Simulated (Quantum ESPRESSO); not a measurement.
**CaO (Lime): the LO frequency by hand**

How high does the longitudinal optical mode of CaO (Lime) lie, given the transverse one, the Born charge and ε∞?

Method: DFT LDA, scalar-relativistic, plane waves, GBRV ultrasoft pseudopotentials, in Quantum ESPRESSO 7.5.

## Step 1: The relaxed structure

It takes space group Fm-3m (No. 225, cubic). Conventional cell: a = 4.710 Å, b = 4.710 Å, c = 4.710 Å, α = 90.00°, β = 90.00°, γ = 90.00°. Ca has 6 O at 2.36 Å nearest. Nearest to O lie 6 Ca at 2.36 Å. Farther neighbours and most contacts between anions are not listed.

This is the cell after its relaxation at this level of theory, not the database cell from which that began.

## Step 2: What the response run gave

A linear-response run on the relaxed cell, with the response to an electric field; only its zone-centre results are used. Cutoff 55 Ry, k mesh 8×8×8.

The log of the run:

```text
[banners, grids, parts of the stress and lines that vanish by symmetry left out]
Program PHONON v.7.5
     Reading xml data from directory:

[...]
Exchange-correlation= PZ
                           (   1   1   0   0   0   0   0)
[...]
kinetic-energy cut-off    =      55.0000  Ry
     charge density cut-off    =     440.0000  Ry
     convergence threshold     =      1.0E-18
[...]
Exchange-correlation= PZ
                           (   1   1   0   0   0   0   0)
[...]
q = (   0.0000000   0.0000000   0.0000000 )
     49 Sym.Ops. (with q -> -q+G )
     G cutoff =  883.1202  (  27389 G-vectors)     FFT grid: ( 45, 45, 45)
     G cutoff =  441.5601  (   9721 G-vectors)  smooth grid: ( 30, 30, 30)
     number of k points=    29
[...]
Mode symmetry, O_h (m-3m)  point group:
[...]
Dielectric constant
[...]
End of electric fields calculation
          Dielectric constant in cartesian axis
          (       3.876141806       0.000000000       0.000000000 )
          (       0.000000000       3.876141806       0.000000000 )
          (       0.000000000       0.000000000       3.876141806 )
          Effective charges (d Force / dE) in cartesian axis without acoustic sum rule applied (asr)
           atom    1  Ca    Mean Z*:        2.37576
      Ex  (        2.37576       -0.00000       -0.00000 )
      Ey  (       -0.00000        2.37576        0.00000 )
      Ez  (       -0.00000        0.00000        2.37576 )
           atom    2  O     Mean Z*:       -2.37445
      Ex  (       -2.37445       -0.00000       -0.00000 )
      Ey  (       -0.00000       -2.37445        0.00000 )
      Ez  (       -0.00000       -0.00000       -2.37445 )
          Effective charges Sum: Mean:        0.00131
[...]
Effective charges (d Force / dE) in cartesian axis with asr applied:
           atom    1  Ca    Mean Z*:        2.37510
[...]
atom    2  O     Mean Z*:       -2.37510
[...]
Representation #   1 modes #   1   2   3
[...]
End of self-consistent calculation
     Convergence has been achieved
     Representation #   2 modes #   4   5   6
[...]
End of self-consistent calculation
     Convergence has been achieved
[...]
Dielectric constant in cartesian axis
          (       3.876141806       0.000000000       0.000000000 )
          (       0.000000000       3.876141806       0.000000000 )
          (       0.000000000       0.000000000       3.876141806 )
          Effective charges (d Force / dE) in cartesian axis without acoustic sum rule applied (asr)
           atom    1  Ca    Mean Z*:        2.37576
      Ex  (        2.37576       -0.00000       -0.00000 )
      Ey  (       -0.00000        2.37576        0.00000 )
      Ez  (       -0.00000        0.00000        2.37576 )
           atom    2  O     Mean Z*:       -2.37445
      Ex  (       -2.37445       -0.00000       -0.00000 )
      Ey  (       -0.00000       -2.37445        0.00000 )
      Ez  (       -0.00000       -0.00000       -2.37445 )
          Effective charges Sum: Mean:        0.00131
[...]
Effective charges (d Force / dE) in cartesian axis with asr applied:
           atom    1  Ca    Mean Z*:        2.37510
[...]
atom    2  O     Mean Z*:       -2.37510
[...]
q = (    0.000000000   0.000000000   0.000000000 )
[...]
freq (    1) =      -0.327810 [THz] =     -10.934571 [cm-1]
     freq (    2) =      -0.327810 [THz] =     -10.934571 [cm-1]
     freq (    3) =      -0.327810 [THz] =     -10.934571 [cm-1]
     freq (    4) =       8.734176 [THz] =     291.340760 [cm-1]
     freq (    5) =       8.734176 [THz] =     291.340760 [cm-1]
     freq (    6) =       8.734176 [THz] =     291.340760 [cm-1]
[...]
Mode symmetry, O_h (m-3m)  point group:
     freq (   1-   3) =        -10.9  [cm-1]   --> T_1u G_15  G_4- I
     freq (   4-   6) =        291.3  [cm-1]   --> T_1u G_15  G_4- I

   JOB DONE.
```

```tsv
quantity	value
cell volume Ω (Å³)	26.130
mass of Ca (u)	40.078
mass of O (u)	15.999
Born charge of Ca, raw (e)	2.376
Born charge of O, raw (e)	-2.374
ε∞	3.876
ω(TO) after the sum rule (cm⁻¹)	291.6
```

## Step 3: The calculation

The charges must sum to zero over the cell; taking off their mean, 0.001 e, leaves Z* = 2.375 e on Ca. In the polar mode Ca moves against O, so the reduced mass is μ = 40.08 × 16.00 / 56.08 = 11.434 u.

A longitudinal wave builds up a field that adds to the restoring force: ω(LO)² = ω(TO)² + 4π Z*² / (μ Ω ε∞), in Hartree atomic units. With μ = 20844 electron masses and Ω = 176.33 bohr³ the second term is 4.9759e-06 Ha², or 239686 cm⁻² (1 Ha = 219474.6 cm⁻¹).

So ω(LO) = √(85007 + 239686) = 569.8 cm⁻¹, and by the Lyddane-Sachs-Teller relation ε₀ = ε∞ (ω(LO)/ω(TO))² = 14.81.

## Step 4: Check against the program

The analysis program adds the same non-analytic term to the full matrix, here for q along (1 0 0).

The log of the run:

```text
[banner, memory and clock lines left out]
Program DYNMAT v.7.5

     Reading Dynamical Matrix from file g.dyn
     ...Force constants read
     ...epsilon and Z* read

     Polarizability (A^3 units)
     multiply by 0.510539 for Clausius-Mossotti correction
         5.980454    0.000000    0.000000
         0.000000    5.980454    0.000000
         0.000000    0.000000    5.980454

     IR activities are in (D/A)^2/amu units

# mode   [cm-1]    [THz]      IR
    1      0.00    0.0000    0.0000
    2      0.00    0.0000    0.0000
    3      0.00    0.0000    0.0000
    4    291.56    8.7408   11.3820
    5    291.56    8.7408   11.3820
    6    569.82   17.0827   11.3820
```

ε₀ comes from the program's run without a direction of q.

```tsv
quantity	by hand	program
ω(LO) (cm⁻¹)	569.8	569.8
ε₀	14.81	14.80
```

## Step 5: Results

| Quantity | Value |
| --- | --- |
| TO mode | 291.6 cm⁻¹ |
| LO mode | 569.8 cm⁻¹ |
| static dielectric constant | 14.80 |

The LO mode of CaO (Lime) lies at 570 cm⁻¹, 278 cm⁻¹ above the TO mode; the formula meets the program within 0.1 cm⁻¹, as it must for a cubic crystal with one polar mode. ω(LO)² − ω(TO)² goes with Z*²/ε∞: an error of 5 % in ε∞ would move the LO mode by 10.1 cm⁻¹, and semilocal functionals tend to overestimate ε∞. The acoustic modes of the response miss zero by 11 cm⁻¹, a numerical error that can touch the optical modes as well. These are harmonic values at zero temperature, at the volume of this functional, for the structure held cubic; stability elsewhere in the zone is no part of this calculation.

[Host names and launcher messages were left out of these logs when they were recorded.]

[Logs are printed without paths, hosts, clocks, repeated set-up lines and the standing remarks that a program may print on its own settings, such as how far it seeks lower states.]

[Hosts, paths, dates, database ids (printed as entryN), source tags and the programs' standing remarks are cut or masked in the printed files.]
